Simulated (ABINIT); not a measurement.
**Ca2H3Br (P-3m1): a self-consistent loop beyond G0W0, cycle by cycle**

How far does self-consistency move the gap of Ca2H3Br (P-3m1)?

Main program and level: ABINIT 10.8.3; LDA and many-body steps on it, plane waves.

This is a report of a sequence of runs, with most program output left out.

### 1. The structure

It takes space group P-3m1 (No. 164, trigonal). The conventional cell has a = 3.903 Å, b = 3.903 Å, c = 6.854 Å, α = 90.00°, β = 90.00°, γ = 120.00°. Nearest to Ca lie 7 H at 2.27 to 2.59 Å and 3 Br at 3.12 Å. Nearest to H lie 4 Ca at 2.27 to 2.30 Å. H has 6 H at 2.48 Å and 6 Ca at 2.59 Å nearest. Nearest to Br lie 6 Ca at 3.12 Å. Farther neighbours and most contacts between anions are not listed.

Coordinates:

```cif
data_structure
_symmetry_space_group_name_H-M 'P-3m1'
_symmetry_Int_Tables_number 164
_cell_length_a 3.9029
_cell_length_b 3.9029
_cell_length_c 6.8535
_cell_angle_alpha 90.000
_cell_angle_beta 90.000
_cell_angle_gamma 120.000
_cell_volume 90.41
loop_
_atom_site_label
_atom_site_type_symbol
_atom_site_symmetry_multiplicity
_atom_site_Wyckoff_symbol
_atom_site_fract_x
_atom_site_fract_y
_atom_site_fract_z
_atom_site_occupancy
Ca1 Ca 2 d 0.66667 0.33333 0.18576 1
H1 H 2 d 0.66667 0.33333 0.85048 1
H2 H 1 a 0.00000 0.00000 0.00000 1
Br1 Br 1 b 0.00000 0.00000 0.50000 1
```

The cell and positions are those that the Materials Project relaxed with its own functionals (PBE, PBE+U or r2SCAN), kept fixed.

### 2. Empty states on the mesh, 3×3×2 mesh, 80 bands

This step: ABINIT 10.8.3; DFT, LDA, plane waves, norm-conserving pseudopotentials.

The sums over transitions need many empty states on a uniform mesh; this step solves for them.

Input file run.abi:

```
acell 3*1.0 Angstrom
rprim 
  3.902939985722 0.000000000020 0.000000000000
  -1.951469992878 3.380045177071 0.000000000000
  0.000000000000 0.000000000000 6.853533590000
ntypat 3
znucl 20 1 35
natom 6
typat 1 1 2 2 2 3
xred 
  0.666666666667 0.333333333333 0.185756080000
  0.333333333333 0.666666666667 0.814243920000
  0.666666666667 0.333333333333 0.850475830000
  0.333333333333 0.666666666667 0.149524170000
  0.000000000000 0.000000000000 0.000000000000
  0.000000000000 0.000000000000 0.500000000000
pp_dirpath "pseudos"
pseudos "Ca.upf, H.upf, Br.upf"
ecut 31
ngkpt 3 3 2
nshiftk 1
shiftk 0 0 0
kptopt 1
chksymbreak 0
iscf -2
irdden 1
istwfk *1
nband 80
nbdbuf 6
tolwfr 1e-09
nstep 60
prtvol 0
indata_prefix "in"
outdata_prefix "out"
tmpdata_prefix "tmp"
```

On the command line:

```
> OMP_NUM_THREADS=1 mpirun -n 8 abinit run.abi > log
```

The job ended after 17 s (8 MPI ranks of Arm Neoverse V1, shared host; peak memory 0.57 GiB; 2.3 min of CPU time).

This step gave:

```yaml
gap: 1.394 eV
k_of_the_valence_top: 0, 0, 0.5
k_of_the_conduction_bottom: 0.3333, 0, 0.5
least_direct_gap: 1.517 eV
k_points_computed: 6
lowest_point_of_the_top_converged_band_above_the_valence_top: 32.09 eV
```

On this mesh the gap is 1.394 eV.

The density comes from a self-consistent run that is not shown.

### 3. Screening, 3×3×2 mesh, 74 bands, screening to 106.1 eV

The RPA dielectric matrix is built and inverted for each q.

This step: RPA screening on LDA, plane waves, norm-conserving pseudopotentials.

Edit run.abi of step 2 so:

```diff
@@ -24,10 +24,11 @@
 chksymbreak 0
-iscf -2
-irdden 1
 istwfk *1
-nband 80
-nbdbuf 6
-tolwfr 1e-09
-nstep 60
-prtvol 0
+occopt 1
+irdwfk 1
+optdriver 3
+nband 74
+ecuteps 3.9
+inclvkb 2
+awtr 1
+symchi 1
 indata_prefix "in"
```

It took 9.5 s on 8 MPI ranks; peak memory 1.3 GiB.

This step gave:

```yaml
eps_infinity_with_local_fields_on_this_mesh_along_the_program_s_q_direction: 7.961
the_same_without_local_fields: 8.789
plasma_frequency: 21.39 eV
plane_waves_in_the_screening_matrix: 245
```

Local fields lower ε∞ by 9 %. On a Γ-centred mesh this coarse the value itself is usually too large, while a short band sum pulls it down.

### 4. G0W0

The self-energy is evaluated for the states that the input lists, and the levels follow from it, in one-shot runs by the linearised quasiparticle equation.

This step: G0W0 on LDA, plane waves, norm-conserving pseudopotentials.

Edit run.abi of step 3 so:

```diff
@@ -27,8 +27,19 @@
 irdwfk 1
-optdriver 3
+optdriver 4
 nband 74
+gwcalctyp 0
+ecutsigx 31
+symsigma 1
+nkptgw 3
+kptgw 
+  0.0000000000 0.0000000000 0.5000000000
+  0.3333333333 0.0000000000 0.5000000000
+  0.0000000000 0.0000000000 0.0000000000
+bdgw 
+  13 18
+  14 17
+  14 17
 ecuteps 3.9
-inclvkb 2
-awtr 1
-symchi 1
+irdscr 1
+ppmodel 1
 indata_prefix "in"
```

Elapsed: 6.6 s, on 8 MPI ranks; peak memory 1.2 GiB.

This step gave:

* G0W0 gap on the points computed: 3.09 eV
* starting gap on the mesh: 1.394 eV
* k of the valence top: 0, 0, 0.5
* k of the conduction bottom: 0, 0, 0.5
* Z at the valence top: 0.787
* Z at the conduction bottom: 0.822
* least direct G0W0 gap on the computed points: 3.09 eV

The gap on the mesh goes from 1.39 eV to 3.09 eV, a correction of +1.70 eV.

### 5. evGW0, cycle 1

This step: evGW0 on LDA, plane waves, norm-conserving pseudopotentials.

Edit run.abi of step 4 so:

```diff
@@ -29,14 +29,20 @@
 nband 74
-gwcalctyp 0
+gwcalctyp 10
 ecutsigx 31
 symsigma 1
-nkptgw 3
+nkptgw 6
 kptgw 
+  0.0000000000 0.0000000000 0.0000000000
+  0.3333333333 0.0000000000 0.0000000000
+  0.3333333333 0.3333333333 0.0000000000
   0.0000000000 0.0000000000 0.5000000000
   0.3333333333 0.0000000000 0.5000000000
-  0.0000000000 0.0000000000 0.0000000000
+  0.3333333333 0.3333333333 0.5000000000
 bdgw 
-  13 18
-  14 17
-  14 17
+  10 21
+  10 21
+  10 21
+  10 21
+  10 21
+  10 21
 ecuteps 3.9
```

Run time: 26 s. Hardware: 8 MPI ranks; peak memory 2 GiB; 3.5 min of CPU time.

This step gave:

```
quasiparticle gap on the mesh                         : 3.449 eV
gap of the density functional on the mesh             : 1.394 eV
k of the valence top                                  : 0, 0, 0.5
k of the conduction bottom                            : 0, 0, 0.5
Z at the valence top                                  : 0.787
Z at the conduction bottom                            : 0.822
least direct quasiparticle gap on the computed points : 3.449 eV
```

Against G0W0 in ABINIT (3×3×2 mesh, 74 bands, screening to 106.1 eV, Godby-Needs plasmon pole), the gap moves by +0.359 eV. This first cycle still uses the starting levels; it takes the full correction, at all points of the mesh, and its linearised value is 3.090 eV.

### 6. evGW0, cycle 2

The corrected levels of the last cycle go back in.

Edit run.abi of step 5 so:

```diff
@@ -50,2 +50,3 @@
 ppmodel 1
+irdqps 1
 indata_prefix "in"
```

The job ended after 26 s (8 MPI ranks; peak memory 2 GiB).

Numbers from this step:

```yaml
quasiparticle_gap_on_the_mesh: 3.281 eV
gap_of_the_density_functional_on_the_mesh: 1.394 eV
k_of_the_valence_top: 0, 0, 0.5
k_of_the_conduction_bottom: 0, 0, 0.5
least_direct_quasiparticle_gap_on_the_computed_points: 3.281 eV
```

Against the cycle before, the gap moves by −0.168 eV.

### 7. evGW0, cycle 3

run.abi is that of step 6.

Elapsed: 26 s, on 8 MPI ranks; peak memory 2 GiB; 3.4 min of CPU time.

This step gave:

| Property | Result |
| --- | --- |
| quasiparticle gap on the mesh | 3.294 eV |
| gap of the density functional on the mesh | 1.394 eV |
| k of the valence top | 0, 0, 0.5 |
| k of the conduction bottom | 0, 0, 0.5 |
| least direct quasiparticle gap on the computed points | 3.294 eV |

Against the cycle before, the gap moves by +0.013 eV.

### 8. evGW0, cycle 4

run.abi is that of step 7.

The job ended after 26 s (8 MPI ranks; peak memory 2 GiB; 3.4 min of CPU time).

This step gave:

```
quasiparticle gap on the mesh                         : 3.293 eV
gap of the density functional on the mesh             : 1.394 eV
k of the valence top                                  : 0, 0, 0.5
k of the conduction bottom                            : 0, 0, 0.5
least direct quasiparticle gap on the computed points : 3.293 eV
```

Against the cycle before, the gap moves by −0.001 eV.

### 9. Screening, 3×3×2 mesh, 74 bands, screening to 106.1 eV

This step: RPA screening on LDA, plane waves, norm-conserving pseudopotentials.

Edit run.abi of step 8 so:

```diff
@@ -27,26 +27,13 @@
 irdwfk 1
-optdriver 4
+optdriver 3
 nband 74
+ecuteps 3.9
+inclvkb 2
+awtr 1
+symchi 1
 gwcalctyp 10
-ecutsigx 31
-symsigma 1
-nkptgw 6
-kptgw 
-  0.0000000000 0.0000000000 0.0000000000
-  0.3333333333 0.0000000000 0.0000000000
-  0.3333333333 0.3333333333 0.0000000000
-  0.0000000000 0.0000000000 0.5000000000
-  0.3333333333 0.0000000000 0.5000000000
-  0.3333333333 0.3333333333 0.5000000000
-bdgw 
-  10 21
-  10 21
-  10 21
-  10 21
-  10 21
-  10 21
-ecuteps 3.9
-irdscr 1
-ppmodel 1
-irdqps 1
+mbpt_sciss 2.162 eV
+nqptdm 1
+qptdm 
+  0 0 0
 indata_prefix "in"
```

Wall time 5.3 s (8 MPI ranks); peak memory 0.94 GiB; 42 s of CPU time.

This step gave:

* ε∞ with local fields, on this mesh, along the program's q direction: 5.224
* the same without local fields: 5.694
* plasma frequency: 21.39 eV
* plane waves in the screening matrix: 245

This screening uses the functional's bands under a rigid shift, the mean opening of the cycle before.

### 10. Screening, 3×3×2 mesh, 74 bands, screening to 106.1 eV

This step: RPA screening on LDA from quasiparticle energies, plane waves, norm-conserving pseudopotentials.

Edit run.abi of step 9 so:

```diff
@@ -33,7 +33,11 @@
 symchi 1
+irdqps 1
 gwcalctyp 10
-mbpt_sciss 2.162 eV
-nqptdm 1
+nqptdm 5
 qptdm 
-  0 0 0
+  0.3333333333 0.0000000000 0.0000000000
+  0.3333333333 0.3333333333 0.0000000000
+  0.0000000000 0.0000000000 0.5000000000
+  0.3333333333 0.0000000000 0.5000000000
+  0.3333333333 0.3333333333 0.5000000000
 indata_prefix "in"
```

Input file mrgscr.stdin:

```
2
merged
q0_SCR
out_SCR
1
```

On the command line:

```
> OMP_NUM_THREADS=1 mpirun -n 8 abinit run.abi > log; mrgscr < mrgscr.stdin
```

The job ended after 6.4 s (8 MPI ranks; peak memory 1 GiB).

Numbers from this step:

| Property | Result |
| --- | --- |
| plasma frequency | 21.39 eV |
| plane waves in the screening matrix | 245 |

This screening reads the quasiparticle levels of the cycle before.

### 11. evGW, cycle 1

This step: evGW on LDA, plane waves, norm-conserving pseudopotentials.

Edit run.abi of step 10 so:

```diff
@@ -27,12 +27,10 @@
 irdwfk 1
-optdriver 3
+optdriver 4
 nband 74
-ecuteps 3.9
-inclvkb 2
-awtr 1
-symchi 1
-irdqps 1
 gwcalctyp 10
-nqptdm 5
-qptdm 
+ecutsigx 31
+symsigma 1
+nkptgw 6
+kptgw 
+  0.0000000000 0.0000000000 0.0000000000
   0.3333333333 0.0000000000 0.0000000000
@@ -42,2 +40,13 @@
   0.3333333333 0.3333333333 0.5000000000
+bdgw 
+  10 21
+  10 21
+  10 21
+  10 21
+  10 21
+  10 21
+ecuteps 3.9
+irdscr 1
+ppmodel 1
+irdqps 1
 indata_prefix "in"
```

On the command line:

```
> OMP_NUM_THREADS=1 mpirun -n 8 abinit run.abi > log
```

Run time: 26 s. Hardware: 8 MPI ranks; peak memory 2 GiB.

Numbers from this step:

* quasiparticle gap on the mesh: 3.648 eV
* gap of the density functional on the mesh: 1.394 eV
* k of the valence top: 0, 0, 0.5
* k of the conduction bottom: 0, 0, 0.5
* least direct quasiparticle gap on the computed points: 3.648 eV

Against G0W0 in ABINIT (3×3×2 mesh, 74 bands, screening to 106.1 eV, Godby-Needs plasmon pole), the gap moves by +0.558 eV.

### 12. Screening, 3×3×2 mesh, 74 bands, screening to 106.1 eV

This step: RPA screening on LDA, plane waves, norm-conserving pseudopotentials.

Edit run.abi of step 11 so:

```diff
@@ -27,26 +27,13 @@
 irdwfk 1
-optdriver 4
+optdriver 3
 nband 74
+ecuteps 3.9
+inclvkb 2
+awtr 1
+symchi 1
 gwcalctyp 10
-ecutsigx 31
-symsigma 1
-nkptgw 6
-kptgw 
-  0.0000000000 0.0000000000 0.0000000000
-  0.3333333333 0.0000000000 0.0000000000
-  0.3333333333 0.3333333333 0.0000000000
-  0.0000000000 0.0000000000 0.5000000000
-  0.3333333333 0.0000000000 0.5000000000
-  0.3333333333 0.3333333333 0.5000000000
-bdgw 
-  10 21
-  10 21
-  10 21
-  10 21
-  10 21
-  10 21
-ecuteps 3.9
-irdscr 1
-ppmodel 1
-irdqps 1
+mbpt_sciss 2.574 eV
+nqptdm 1
+qptdm 
+  0 0 0
 indata_prefix "in"
```

Run time: 5.6 s. Hardware: 8 MPI ranks; peak memory 1 GiB.

Numbers from this step:

| Item | Value |
| --- | --- |
| ε∞ with local fields, on this mesh, along the program's q direction | 4.964 |
| the same without local fields | 5.399 |
| plasma frequency | 21.39 eV |
| plane waves in the screening matrix | 245 |

This screening uses the functional's bands under a rigid shift, the mean opening of the cycle before.

### 13. Screening, 3×3×2 mesh, 74 bands, screening to 106.1 eV

This step: RPA screening on LDA from quasiparticle energies, plane waves, norm-conserving pseudopotentials.

Edit run.abi of step 12 so:

```diff
@@ -33,7 +33,11 @@
 symchi 1
+irdqps 1
 gwcalctyp 10
-mbpt_sciss 2.574 eV
-nqptdm 1
+nqptdm 5
 qptdm 
-  0 0 0
+  0.3333333333 0.0000000000 0.0000000000
+  0.3333333333 0.3333333333 0.0000000000
+  0.0000000000 0.0000000000 0.5000000000
+  0.3333333333 0.0000000000 0.5000000000
+  0.3333333333 0.3333333333 0.5000000000
 indata_prefix "in"
```

mrgscr.stdin is that of step 10.

On the command line:

```
> OMP_NUM_THREADS=1 mpirun -n 8 abinit run.abi > log; mrgscr < mrgscr.stdin
```

The job ended after 7.1 s (8 MPI ranks; peak memory 1 GiB).

Numbers from this step:

* plasma frequency: 21.39 eV
* plane waves in the screening matrix: 245

This screening reads the quasiparticle levels of the cycle before.

### 14. evGW, cycle 2

This step: evGW on LDA, plane waves, norm-conserving pseudopotentials.

Edit run.abi of step 13 so:

```diff
@@ -27,12 +27,10 @@
 irdwfk 1
-optdriver 3
+optdriver 4
 nband 74
-ecuteps 3.9
-inclvkb 2
-awtr 1
-symchi 1
-irdqps 1
 gwcalctyp 10
-nqptdm 5
-qptdm 
+ecutsigx 31
+symsigma 1
+nkptgw 6
+kptgw 
+  0.0000000000 0.0000000000 0.0000000000
   0.3333333333 0.0000000000 0.0000000000
@@ -42,2 +40,13 @@
   0.3333333333 0.3333333333 0.5000000000
+bdgw 
+  10 21
+  10 21
+  10 21
+  10 21
+  10 21
+  10 21
+ecuteps 3.9
+irdscr 1
+ppmodel 1
+irdqps 1
 indata_prefix "in"
```

On the command line:

```
> OMP_NUM_THREADS=1 mpirun -n 8 abinit run.abi > log
```

Run time: 26 s. Hardware: 8 MPI ranks; peak memory 2 GiB.

This step gave:

```yaml
quasiparticle_gap_on_the_mesh: 3.682 eV
gap_of_the_density_functional_on_the_mesh: 1.394 eV
k_of_the_valence_top: 0, 0, 0.5
k_of_the_conduction_bottom: 0, 0, 0.5
least_direct_quasiparticle_gap_on_the_computed_points: 3.682 eV
```

Against the cycle before, the gap moves by +0.034 eV.

### 15. Screening, 3×3×2 mesh, 74 bands, screening to 106.1 eV

This step: RPA screening on LDA, plane waves, norm-conserving pseudopotentials.

Edit run.abi of step 14 so:

```diff
@@ -27,26 +27,13 @@
 irdwfk 1
-optdriver 4
+optdriver 3
 nband 74
+ecuteps 3.9
+inclvkb 2
+awtr 1
+symchi 1
 gwcalctyp 10
-ecutsigx 31
-symsigma 1
-nkptgw 6
-kptgw 
-  0.0000000000 0.0000000000 0.0000000000
-  0.3333333333 0.0000000000 0.0000000000
-  0.3333333333 0.3333333333 0.0000000000
-  0.0000000000 0.0000000000 0.5000000000
-  0.3333333333 0.0000000000 0.5000000000
-  0.3333333333 0.3333333333 0.5000000000
-bdgw 
-  10 21
-  10 21
-  10 21
-  10 21
-  10 21
-  10 21
-ecuteps 3.9
-irdscr 1
-ppmodel 1
-irdqps 1
+mbpt_sciss 2.609 eV
+nqptdm 1
+qptdm 
+  0 0 0
 indata_prefix "in"
```

The job ended after 5.6 s (8 MPI ranks; peak memory 1 GiB).

This step gave:

```yaml
eps_infinity_with_local_fields_on_this_mesh_along_the_program_s_q_direction: 4.944
the_same_without_local_fields: 5.376
plasma_frequency: 21.39 eV
plane_waves_in_the_screening_matrix: 245
```

This screening uses the functional's bands under a rigid shift, the mean opening of the cycle before.

### 16. Screening, 3×3×2 mesh, 74 bands, screening to 106.1 eV

This step: RPA screening on LDA from quasiparticle energies, plane waves, norm-conserving pseudopotentials.

Edit run.abi of step 15 so:

```diff
@@ -33,7 +33,11 @@
 symchi 1
+irdqps 1
 gwcalctyp 10
-mbpt_sciss 2.609 eV
-nqptdm 1
+nqptdm 5
 qptdm 
-  0 0 0
+  0.3333333333 0.0000000000 0.0000000000
+  0.3333333333 0.3333333333 0.0000000000
+  0.0000000000 0.0000000000 0.5000000000
+  0.3333333333 0.0000000000 0.5000000000
+  0.3333333333 0.3333333333 0.5000000000
 indata_prefix "in"
```

mrgscr.stdin is that of step 13.

On the command line:

```
> OMP_NUM_THREADS=1 mpirun -n 8 abinit run.abi > log; mrgscr < mrgscr.stdin
```

Wall time 7 s (8 MPI ranks); peak memory 1 GiB; 56 s of CPU time.

This step gave:

```yaml
plasma_frequency: 21.39 eV
plane_waves_in_the_screening_matrix: 245
```

This screening reads the quasiparticle levels of the cycle before.

### 17. evGW, cycle 3

This step: evGW on LDA, plane waves, norm-conserving pseudopotentials.

Edit run.abi of step 16 so:

```diff
@@ -27,12 +27,10 @@
 irdwfk 1
-optdriver 3
+optdriver 4
 nband 74
-ecuteps 3.9
-inclvkb 2
-awtr 1
-symchi 1
-irdqps 1
 gwcalctyp 10
-nqptdm 5
-qptdm 
+ecutsigx 31
+symsigma 1
+nkptgw 6
+kptgw 
+  0.0000000000 0.0000000000 0.0000000000
   0.3333333333 0.0000000000 0.0000000000
@@ -42,2 +40,13 @@
   0.3333333333 0.3333333333 0.5000000000
+bdgw 
+  10 21
+  10 21
+  10 21
+  10 21
+  10 21
+  10 21
+ecuteps 3.9
+irdscr 1
+ppmodel 1
+irdqps 1
 indata_prefix "in"
```

On the command line:

```
> OMP_NUM_THREADS=1 mpirun -n 8 abinit run.abi > log
```

The job ended after 27 s (8 MPI ranks; peak memory 2 GiB).

Numbers from this step:

| Item | Value |
| --- | --- |
| quasiparticle gap on the mesh | 3.684 eV |
| gap of the density functional on the mesh | 1.394 eV |
| k of the valence top | 0, 0, 0.5 |
| k of the conduction bottom | 0, 0, 0.5 |
| least direct quasiparticle gap on the computed points | 3.684 eV |

Against the cycle before, the gap moves by +0.002 eV.

### 18. Side by side

Times are wall times on 8 MPI ranks of Arm Neoverse V1, shared host, good to a factor of about two. A run's time includes the screening step that it read.

```tsv
run	mesh	bands	screening cutoff (eV)	DFT gap (eV)	gap on the mesh (eV)	direct (eV)	ε∞ used	time
G0W0	3×3×2	74	106.1	1.394	3.090	3.090	7.96	16 s
evGW0, cycle 1	3×3×2	74	106.1	1.394	3.449	3.449	7.96	36 s
evGW0, cycle 2	3×3×2	74	106.1	1.394	3.281	3.281	7.96	36 s
evGW0, cycle 3	3×3×2	74	106.1	1.394	3.294	3.294	7.96	35 s
evGW0, cycle 4	3×3×2	74	106.1	1.394	3.293	3.293	7.96	35 s
evGW, cycle 1	3×3×2	74	106.1	1.394	3.648	3.648	5.22	38 s
evGW, cycle 2	3×3×2	74	106.1	1.394	3.682	3.682	4.96	39 s
evGW, cycle 3	3×3×2	74	106.1	1.394	3.684	3.684	4.94	39 s
```

### 19. Outcome

| Property | Result |
| --- | --- |
| G0W0 | 3.090 eV |
| evGW0, cycle 1 | 3.449 eV |
| evGW0, cycle 2 | 3.281 eV |
| evGW0, cycle 3 | 3.294 eV |
| evGW0, cycle 4 | 3.293 eV |
| evGW, cycle 1 | 3.648 eV |
| evGW, cycle 2 | 3.682 eV |
| evGW, cycle 3 | 3.684 eV |
| known limits | not at the basis limit; no spin-orbit coupling; coarse k mesh |

In words: Only the bands that the input lists are updated; the others, empty or deep, keep the functional's energies or take a rigid shift. The evGW loop starts from the last levels of evGW0, so its cycles and time come on top of those. evGW0 ends at 3.29 eV, +0.20 eV from G0W0, after 4 cycles that took 1.7 min beside the first screening; the last moved the gap by 0.001 eV. evGW ends at 3.68 eV, +0.59 eV from G0W0, after 3 cycles that took 1.9 min beside the first screening; the last moved the gap by 0.002 eV. The first cycle of evGW0 takes the full correction, without the factor Z, so it overshoots the one-shot value. Bands and cutoff are finite, so the gap is not at the basis limit. The miss can reach some tenths of an eV and take either sign; the mesh is an error of its own. A denser mesh or path gives a starting gap of 1.23 eV: the GW mesh misses a band edge, so its gaps are not the fundamental one. The 3×3×2 mesh is coarse for this cell, which bears on the long-range parts of exchange and screening. In the updated screening the q = 0 part is built from Kohn-Sham bands under a rigid shift, the other q from the quasiparticle levels. The many-body steps are scalar-relativistic: spin-orbit coupling is not in them.

[Paths, hosts, dates, memory and timing lines, banners, echoed tables and standing remarks are left out of the program output.]

[Logs are printed without paths, hosts, clocks, repeated set-up lines and the standing remarks that a program may print on its own settings, such as how far it seeks lower states.]

[Runs of the session that timed out or met a known fault of the program may be left out.]

[Hosts, paths, dates, database ids (printed as entryN), source tags and the programs' standing remarks are cut or masked in the printed files.]

[G0W0 gaps are taken among the corrected bands and points alone; a level outside them can change the order at an edge.]

[Where Ansatz stands beside ABINIT at settings called matched, ABINIT's density can come from a denser mesh and the files from another edition; pairs whose starting gaps differed by over 0.03 eV were left out, so agreement reads better than it is.]
